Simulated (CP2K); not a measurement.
Two runs for the S L₂,₃ edge of isothiazole. Run A: CP2K XAS_TDP, all-electron GAPW, PBEh(45%), aug-cc-pVDZ, TDA, ZORA, spin–orbit coupling. Run B differs in one setting.

First lines with a strength over 0.0003. A:

```tsv
atom	energy (eV)	states	strength, one atom
S4 (bonded to C and N)	164.54	1	0.0005
	164.57	1	0.0024
	164.91	1	0.0014
	165.64	2	0.0022
	166.06	1	0.0037
```

B:

```tsv
atom	energy (eV)	states	strength, one atom
S4 (bonded to C and N)	167.56	1	0.0004
	167.58	1	0.0023
	167.91	1	0.0014
	168.64	1	0.0003
	168.66	1	0.0019
```

Which was it: GW2X switched on, the basis, the functional?

GW2X switched on. GW2X shifts the lines nearly together; each 2p level gets its own shift. The lowest line over the strength cut lies at 167.56 eV, against 164.54 eV (PBEh(45%), aug-cc-pVDZ).

[Banner, clock and machine lines of the logs are left out without a mark of their own.]

[Logs are printed without paths, hosts, clocks, repeated set-up lines and the standing remarks that a program may print on its own settings, such as how far it seeks lower states.]

[Hosts, paths, dates, database ids (printed as entryN), source tags and the programs' standing remarks are cut or masked in the printed files.]
